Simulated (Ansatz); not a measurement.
# NaMgF3 (Neighborite, Pm-3m): following an unstable mode, part 2 of 3

Which phase does NaMgF3 (Neighborite, Pm-3m) fall into along its unstable mode, and how much energy does it gain?

Ansatz 0.2.0; DFT PBEsol, scalar-relativistic, plane waves, PAW; PAW set soft_1.

So far, highest frequency on the path or at a solved wavevector (cm⁻¹): step 2 (phonons on a q mesh) 624. Also lowest frequency on the path (cm⁻¹): step 2 -123.

The database entry behind the starting cell lists a temperature of 1273 K, so it need not match the best structure at ambient conditions.

### 4. The mode frozen in, largest atomic shift 0.45 Å

The atoms are moved along the unstable eigenvector, the largest shift by 0.45 Å, with the cell fixed.

File input.yaml:

```yaml
crystal:
  lattice:
    - [3.9078370852, 3.9078370852, 0.0]
    - [3.9078370852, 0.0, 3.9078370852]
    - [3.9078370852, 0.0, -3.9078370852]
  atoms:
    - { symbol: Na, position: [0.0, 0.5, 0.5] }
    - { symbol: Na, position: [0.0, 0.0, 0.0] }
    - { symbol: Mg, position: [0.5, 0.25, 0.75] }
    - { symbol: Mg, position: [0.5, 0.75, 0.25] }
    - { symbol: F, position: [0.5814256185, -0.0814256185, 0.9185743815] }
    - { symbol: F, position: [0.4185743815, 0.5814256185, 0.5814256185] }
    - { symbol: F, position: [0.5, 0.4592871908, 0.0407128092] }
    - { symbol: F, position: [0.5, 0.0407128092, 0.4592871908] }
    - { symbol: F, position: [0.0, 0.0407128092, 0.4592871908] }
    - { symbol: F, position: [0.0, 0.4592871908, 0.0407128092] }
kpoints:
  mp_grid: { grid: [6, 6, 6] }
hamiltonian:
  xc: pbesol
  pseudopotentials: { kind: paw, azcp: { folder: soft_1 }, xc_functional: pbe }
scf:
  occupations: { method: gaussian, width: 0.02 }
output:
  forces: true
  stress: true
  eigenvalues: true
```

Run with:

```bash
$ ansatz run input.yaml --threads 4 --pin off --max-ram 10240MiB --backend cpu --events-out ev --progress --plain --runs-dir out
```

Numbers of over 12 decimals in the logs are rounded to 6 here.

Output:

```text
[...]
Crystal: 10 atoms, lattice volume = 119.355 Å³
Basis set: ecut = 420 eV, 2277 PW (Γ), exchange–correlation on 80×80×80 points (8 copies of the dense FFT grid, shifted against one another)
Bands: 50, of which v1, the nominal top of the filled ones, is band 40 counted from 1 (39 counted from 0)
Symmetry: 8 space group operations
[...]
k-points: 46 of 216
[...]
k-point 0: bands = [... 36 lower, 1.1897, 1.2046, 1.3828, 1.4861, 7.7167, 12.7825, 14.1171, 14.2056, ... 5 higher]
  k-point 1: bands = [... 36 lower, 1.1582, 1.2082, 1.3681, 1.4445, 8.0793, 12.6036, 13.6361, 14.0433, ... 5 higher]
  k-point 2: bands = [... 36 lower, 1.1480, 1.1777, 1.3042, 1.3361, 9.0102, 11.5586, 13.6713, 13.8825, ... 5 higher]
  k-point 45: bands = [... 36 lower, 0.9547, 1.0031, 1.0495, 1.2777, 11.0428, 11.3772, 11.6725, 12.2056, ... 5 higher]
[key lines of the parts left out:]
SCF converged after 9 iterations
Free energy (F): -11593.881889 eV
Fermi energy:    4.605675 eV
P = ⅓ Tr σ = -1.9941 GPa (-19.941 kbar)
```

Run time: 2.9 s. Hardware: 4 threads of Intel Xeon Platinum 8488C (Sapphire Rapids), shared host; peak memory 0.67 GiB; 11 s of CPU time.

This step gave:

```yaml
pressure: -1.994 GPa
gap_on_the_k_mesh: 6.222 eV
energy_from_the_undistorted_cell: -26.32 meV/atom
```

The energy, extrapolated to zero smearing, is -26.32 meV/atom against the undistorted cell.

The run ends at a pressure of -1.99 GPa, with forces up to 0.15 eV/Å.

### 5. Energy along the mode, all amplitudes (two of the runs are shown above)

An imaginary frequency means negative curvature, so the energy should fall and then rise again as anharmonic terms take over.

This step gave:

| Property | Result |
| --- | --- |
| depth at the lowest point sampled | 26.32 meV/atom |
| largest atomic shift at that point | 0.45 Å |

Energy from the parent against largest atomic shift:

```csv
largest atomic shift (Å),energy from the parent (meV/atom)
0.000,0
0.040,-0.336
0.080,-1.33
0.140,-3.97
0.220,-9.24
0.320,-17.3
0.450,-26.3
0.600,-25.1
```

Displacement at unit largest shift by atom:

```csv
atom,x (Å),y (Å),z (Å),size
Na1,0.000,0.000,0.000,0.000
Na2,0.000,0.000,0.000,0.000
Mg3,0.000,0.000,0.000,0.000
Mg4,0.000,0.000,0.000,0.000
F5,-0.707,0.707,0.000,1.000
F6,0.707,-0.707,0.000,1.000
F7,0.000,0.000,-0.707,0.707
F8,0.000,0.000,0.707,0.707
F9,0.000,0.000,0.707,0.707
F10,0.000,0.000,-0.707,0.707
```

The lowest of the steps tried is at 0.45 Å, 26.3 meV/atom below the parent; the bottom of the well need not coincide with a step.

### 6. Relaxation from the frozen mode

Starting from the lowest point found, all atoms and the cell are let go, so that strain and other modes of the same symmetry can join in.

input.yaml, as its differences from that of step 4:

```diff
@@ -22,3 +22,3 @@
 scf:
-  occupations: { method: gaussian, width: 0.02 }
+  occupations: { method: fixed }
 output:
@@ -27 +27,6 @@
   eigenvalues: true
+relax:
+  adjacent_minimum: "off"
+  f_tol: 0.002
+  max_steps: 120
+  cell: { stress_tol: 0.03 }
```

Output:

```text
[...]
Crystal: 10 atoms, lattice volume = 119.355 Å³
Basis set: ecut = 420 eV, 2277 PW (Γ), exchange–correlation on 80×80×80 points (8 copies of the dense FFT grid, shifted against one another)
Bands: 50, of which v1, the nominal top of the filled ones, is band 40 counted from 1 (39 counted from 0)
Symmetry: 8 space group operations
[...]
k-points: 46 of 216
[...]
SCF iter   1: F=—  HF=-11601.048699 eV  |F-HF|=—  |Δ(HF+E_count)|=         —  Δρ=1.52e-1  dr2=1.88e1  ethr=3.10e-3  ⟨swp⟩=4.8  Hψ=8407  notcnv=0  defer=360
[...]
SCF iter   9: F=-11593.881889 eV  HF=-11593.881889 eV  |F-HF|=4.60e-8  |Δ(HF+E_count)|=   4.33e-7  Δρ=7.62e-6  dr2=6.48e-8  ethr=1.25e-10  ⟨swp⟩=12.7  Hψ=13250  notcnv=0
SCF 1 converged in 9 iterations: F = -11593.881889 eV  dr2 = 6.48e-8
[...]
relax step   1: F+E_penalty+E_count = -11593.88188943 eV  Δ(F+E_penalty+E_count) = +0.000e0 eV  max|allowed force component| = 1.265e-1 eV/Å  Δτ_max = 0.0000 Å  P = -1.994 GPa  Ω = 119.355 Å³  (9 SCF iters, dr2 threshold 1.00e-7 eV, accepted)
Crystal: 10 atoms, lattice volume = 117.772 Å³
[...]
iter 1 solved again at ethr=2.78e-5 eV; its pass at ethr=3.10e-3 eV (dr2=2.22e-2 eV) is discarded
[...]
SCF iter   6: F=-11593.924776 eV  HF=-11593.924776 eV  |F-HF|=1.86e-8  |Δ(HF+E_count)|=   1.13e-6  Δρ=2.04e-5  dr2=3.08e-7  ethr=1.25e-9  ⟨swp⟩=10.9  Hψ=12060  notcnv=0
SCF 2 converged in 6 iterations: F = -11593.924776 eV  dr2 = 3.08e-7
relax step   2: F+E_penalty+E_count = -11593.92477555 eV  Δ(F+E_penalty+E_count) = -4.289e-2 eV  max|allowed force component| = 1.420e-1 eV/Å  Δτ_max = 0.0337 Å  P = -1.206 GPa  Ω = 117.772 Å³  energy of the carried Pulay correction = +3.547e-3 eV  (6 SCF iters, dr2 threshold 1.00e-6 eV, accepted)
Crystal: 10 atoms, lattice volume = 112.721 Å³
Basis set: ecut = 420 eV, 2177 PW (Γ), exchange–correlation on 80×80×80 points (8 copies of the dense FFT grid, shifted against one another)
[...]
SCF iter   7: F=-11593.974085 eV  HF=-11593.974086 eV  |F-HF|=1.22e-7  |Δ(HF+E_count)|=   9.57e-7  Δρ=3.12e-5  dr2=6.40e-7  ethr=1.25e-9  ⟨swp⟩=10.3  Hψ=13182  notcnv=0
SCF 3 converged in 7 iterations: F = -11593.974085 eV  dr2 = 6.40e-7
relax step   3: F+E_penalty+E_count = -11593.97408544 eV  Δ(F+E_penalty+E_count) = -4.931e-2 eV  max|allowed force component| = 1.012e-1 eV/Å  Δτ_max = 0.1172 Å  P = +1.509 GPa  Ω = 112.721 Å³  energy of the carried Pulay correction = +1.520e-2 eV  (7 SCF iters, dr2 threshold 1.00e-6 eV, accepted)
[...]
relax step   4: F+E_penalty+E_count = -11593.98547745 eV  Δ(F+E_penalty+E_count) = -1.139e-2 eV  max|allowed force component| = 3.770e-2 eV/Å  Δτ_max = 0.0300 Å  P = -0.094 GPa  Ω = 114.917 Å³  energy of the carried Pulay correction = +1.007e-2 eV  (6 SCF iters, dr2 threshold 1.00e-6 eV, accepted)
[...]
relax step   5: F+E_penalty+E_count = -11593.98676818 eV  Δ(F+E_penalty+E_count) = -1.291e-3 eV  max|allowed force component| = 2.698e-2 eV/Å  Δτ_max = 0.0257 Å  P = +0.045 GPa  Ω = 114.929 Å³  energy of the carried Pulay correction = +1.004e-2 eV  (5 SCF iters, dr2 threshold 6.98e-7 eV, accepted)
[...]
relax step   6: F+E_penalty+E_count = -11593.98746164 eV  Δ(F+E_penalty+E_count) = -6.935e-4 eV  max|allowed force component| = 5.909e-4 eV/Å  Δτ_max = 0.0114 Å  P = -0.004 GPa  Ω = 114.893 Å³  energy of the carried Pulay correction = +1.013e-2 eV  (5 SCF iters, dr2 threshold 8.24e-8 eV, accepted)
[...]
relax step   7: F+E_penalty+E_count = -11593.97977808 eV  Δ(F+E_penalty+E_count) = +7.684e-3 eV  max|allowed force component| = 6.150e-4 eV/Å  Δτ_max = 0.0000 Å  P = -0.157 GPa  Ω = 114.893 Å³  stress off target by 1.89e-1 GPa  SCF on the basis re-selected at this cell (its energy is not comparable with the rows above)  (6 SCF iters)
[...]
relax step   8: F+E_penalty+E_count = -11593.98045619 eV  Δ(F+E_penalty+E_count) = -6.781e-4 eV  max|allowed force component| = 1.248e-3 eV/Å  Δτ_max = 0.0019 Å  P = +0.003 GPa  Ω = 114.655 Å³  energy of the carried Pulay correction = +5.529e-4 eV  (5 SCF iters, dr2 threshold 8.93e-8 eV, accepted)
[...]
SCF iter   5: F=-11593.979993 eV  HF=-11593.979993 eV  |F-HF|=3.64e-12  |Δ(HF+E_count)|=  1.22e-10  Δρ=1.41e-7  dr2=1.34e-11  ethr=1.00e-12  ⟨swp⟩=11.7  Hψ=12244  notcnv=0
SCF 9 converged in 5 iterations: F = -11593.979993 eV  dr2 = 1.34e-11
relax step   9: F+E_penalty+E_count = -11593.97999284 eV  Δ(F+E_penalty+E_count) = +4.634e-4 eV  max|allowed force component| = 1.228e-3 eV/Å  Δτ_max = 0.0000 Å  P = -0.003 GPa  Ω = 114.655 Å³  stress off target by 1.38e-2 GPa  SCF on the basis re-selected at this cell (its energy is not comparable with the rows above)  (5 SCF iters)
[...]
SCF converged after 5 iterations
Free energy (F): -11593.979993 eV
[...]
Internal energy: -11593.979993 eV  (E = F + TS)
E sigma→0 (E₀):  -11593.979993 eV
Fermi energy:    1.709234 eV
[...]
--- Forces (eV/Å), atoms counted from 1 ---
  atom   1  Na    -0.00093764     0.00093764     0.00000000
  atom   2  Na     0.00093764    -0.00093764    -0.00000000
  atom   3  Mg     0.00000000    -0.00000000    -0.00000000
  atom   4  Mg     0.00000000    -0.00000000     0.00000000
  atom   5  F      0.00122763    -0.00122763    -0.00000000
  atom   6  F     -0.00122763     0.00122763     0.00000000
  atom   7  F     -0.00000000     0.00000000    -0.00072000
  atom   8  F      0.00000000    -0.00000000     0.00072000
  atom   9  F      0.00000000    -0.00000000     0.00072000
  atom  10  F     -0.00000000     0.00000000    -0.00072000
  max |Σ_I F_I| component: 2.17e-19 eV/Å
--- Stress (GPa, compression-positive) ---
       -0.001386      -0.012444      -0.000000
       -0.012444      -0.001386       0.000000
       -0.000000       0.000000      -0.007240
  P = ⅓ Tr σ = -0.0033 GPa (-0.033 kbar)
--- Band table (eV; the first three rows and the last of 46) ---
  k-point 0: bands = [... 36 lower, 1.5261, 1.5746, 1.5959, 1.6612, 8.2934, 13.8425, 14.5515, 14.6918, ... 6 higher]
  k-point 1: bands = [... 36 lower, 1.4679, 1.5143, 1.6042, 1.6539, 8.6711, 13.4951, 14.2464, 14.5234, ... 6 higher]
  k-point 2: bands = [... 36 lower, 1.4316, 1.4904, 1.5318, 1.5965, 9.6360, 12.2742, 14.2346, 14.3153, ... 6 higher]
  k-point 45: bands = [... 36 lower, 1.2761, 1.3239, 1.4225, 1.5245, 11.6871, 11.9800, 12.3351, 12.8653, ... 6 higher]
--- Relaxed structure (7 steps of the walk, 7 accepted, 2 SCFs on fresh bases) ---
  F+E_penalty+E_count = -11593.97999284 eV   max|allowed force component| = 1.228e-3 eV/Å   (the final SCF, on the basis selected at the relaxed cell)
  cell:  # Å, volume = 114.6553 Å³
    - [3.900965, 3.900965, 0.0]
    - [3.866805, 0.034160, 3.834365]
    - [3.866805, 0.034160, -3.834365]
  atoms:
    - { symbol: Na, position: [0.020677, 0.479323, 0.479323] }
    - { symbol: Na, position: [-0.020677, 0.020677, 0.020677] }
    - { symbol: Mg, position: [0.500000, 0.250000, 0.750000] }
    - { symbol: Mg, position: [0.500000, 0.750000, 0.250000] }
    - { symbol: F, position: [0.602372, -0.102372, 0.897628] }
    - { symbol: F, position: [0.397628, 0.602372, 0.602372] }
    - { symbol: F, position: [0.5, 0.445406, 0.054594] }
    - { symbol: F, position: [0.5, 0.054594, 0.445406] }
    - { symbol: F, position: [0.0, 0.054594, 0.445406] }
    - { symbol: F, position: [0.0, 0.445406, 0.054594] }
```

Run time: 28 s. Hardware: 4 threads; peak memory 0.71 GiB; 1.8 min of CPU time.

Step by step:

```csv
step,energy less that of the first step (eV),largest force component (eV/Å),pressure (GPa),volume (Å³)
1,0.0000,0.1265,-1.99,119.35
2,-0.0429,0.1420,-1.21,117.77
3,-0.0922,0.1012,1.51,112.72
4,-0.1036,0.0377,-0.09,114.92
5,-0.1049,0.0270,0.05,114.93
6,-0.1056,0.0006,0.00,114.89
7*,-0.0979,0.0006,-0.16,114.89
8,-0.0986,0.0012,0.00,114.66
9*,-0.0981,0.0012,0.00,114.66
```

Relaxation steps marked * repeat the geometry before them on a plane-wave basis chosen anew for their cell, so energy and pressure can jump there.

The run keeps the 8 symmetry operations that it works with, so distortions that break them were not tested.

```csv
"conventional cell, symmetrised",before,after,change
a (Å),5.527,5.517,-0.2 %
b (Å),7.816,7.669,-1.9 %
c (Å),5.527,5.420,-1.9 %
volume (Å³/atom),11.94,11.47,-3.9 %
```

The atoms that moved most (Å, as changes of fractional coordinates times the final cell):

```csv
atom,dx,dy,dz,length
F6,0.080,-0.080,0.000,0.114
F5,-0.080,0.080,0.000,0.114
Na2,0.079,-0.079,0.000,0.112
Na1,-0.079,0.079,0.000,0.112
F7,0.000,0.000,-0.106,0.106
F10,0.000,0.000,-0.106,0.106
F8,0.000,0.000,0.106,0.106
F9,0.000,0.000,0.106,0.106
```

The relaxed structure:

```cif
data_structure
_symmetry_space_group_name_H-M 'P 1'
_symmetry_Int_Tables_number 1
_cell_length_a 5.5168
_cell_length_b 5.4457
_cell_length_c 5.4457
_cell_angle_alpha 89.515
_cell_angle_beta 59.567
_cell_angle_gamma 59.567
_cell_volume 114.66
loop_
_atom_site_label
_atom_site_type_symbol
_atom_site_fract_x
_atom_site_fract_y
_atom_site_fract_z
_atom_site_occupancy
Na1 Na 0.02068 0.47932 0.47932 1
Na2 Na 0.97932 0.02068 0.02068 1
Mg3 Mg 0.50000 0.25000 0.75000 1
Mg4 Mg 0.50000 0.75000 0.25000 1
F5 F 0.60237 0.89763 0.89763 1
F6 F 0.39763 0.60237 0.60237 1
F7 F 0.50000 0.44541 0.05459 1
F8 F 0.50000 0.05459 0.44541 1
F9 F 0.00000 0.05459 0.44541 1
F10 F 0.00000 0.44541 0.05459 1
```

Numbers from this step:

```yaml
pressure: -0.003337 GPa
gap_on_the_k_mesh: 6.584 eV
volume_per_atom: 11.47 Å³
```

The distorted start has space group Imma; the relaxation ends in Imma.

### 7. The new phase in its own primitive cell

The relaxed structure is symmetrised, reduced to its primitive cell and relaxed tightly, as its phonons need.

input.yaml, the sections that differ from step 6:

```yaml
crystal:
  lattice:
    - [-2.7583986888, 3.8343650878, 2.7100891361]
    - [2.7583986888, -3.8343650878, 2.7100891361]
    - [2.7583986888, 3.8343650878, -2.7100891361]
  atoms:
    - { symbol: Na, position: [0.2293226077, 0.9793226077, 0.25] }
    - { symbol: Na, position: [0.7706773923, 0.0206773923, 0.75] }
    - { symbol: Mg, position: [0.5, 0.5, 0.0] }
    - { symbol: Mg, position: [0.0, 0.5, 0.5] }
    - { symbol: F, position: [0.647627624, 0.397627624, 0.25] }
    - { symbol: F, position: [0.352372376, 0.602372376, 0.75] }
    - { symbol: F, position: [0.8045938827, 0.5, 0.8045938827] }
    - { symbol: F, position: [0.1954061173, 0.5, 0.1954061173] }
    - { symbol: F, position: [0.1954061173, 0.0, 0.6954061173] }
    - { symbol: F, position: [0.8045938827, 0.0, 0.3045938827] }
relax:
  adjacent_minimum: "off"
  f_tol: 0.001
  max_steps: 60
  cell: { stress_tol: 0.01 }
# kpoints, hamiltonian, scf, output: as in step 6
```

Output:

```text
[...]
Crystal: 10 atoms, lattice volume = 114.655 Å³
Basis set: ecut = 420 eV, 2237 PW (Γ), exchange–correlation on 80×80×80 points (8 copies of the dense FFT grid, shifted against one another)
Bands: 50, of which v1, the nominal top of the filled ones, is band 40 counted from 1 (39 counted from 0)
Symmetry: 8 space group operations
[...]
k-points: 46 of 216
[...]
- { symbol: Mg, position: [0.5, 0.5, 0] }
    - { symbol: Mg, position: [0, 0.500000, 0.500000] }
    - { symbol: F, position: [0.647659, 0.397659, 0.25] }
    - { symbol: F, position: [0.352341, 0.602341, 0.75] }
    - { symbol: F, position: [0.804607, 0.500000, 0.804607] }
    - { symbol: F, position: [0.195393, 0.500000, 0.195393] }
    - { symbol: F, position: [0.195393, -8.326672684688674e-17, 0.695393] }
    - { symbol: F, position: [0.804607, 2.7755575615628914e-17, 0.304607] }
[key lines of the parts left out:]
SCF converged after 5 iterations
Free energy (F): -11593.980013 eV
Fermi energy:    1.709663 eV
P = ⅓ Tr σ = -0.0006 GPa (-0.006 kbar)
```

The job ended after 10 s (4 threads; peak memory 0.7 GiB).

Little changed from the start: no atom moved by 0.005 Å and no cell edge by 0.1 %.

This step gave:

| Item | Value |
| --- | --- |
| pressure | -6.27e-4 GPa |
| direct gap on mesh | 6.632 eV |

The largest force component left is 0.48 meV/Å and the pressure is -0.001 GPa, within the tolerances set. The cell now holds 11.47 Å³/atom.

(Continued in part 3 of 3.)

[Logs are printed without paths, hosts, clocks, repeated set-up lines and the standing remarks that a program may print on its own settings, such as how far it seeks lower states.]

[Hosts, paths, dates, database ids (printed as entryN), source tags and the programs' standing remarks are cut or masked in the printed files.]
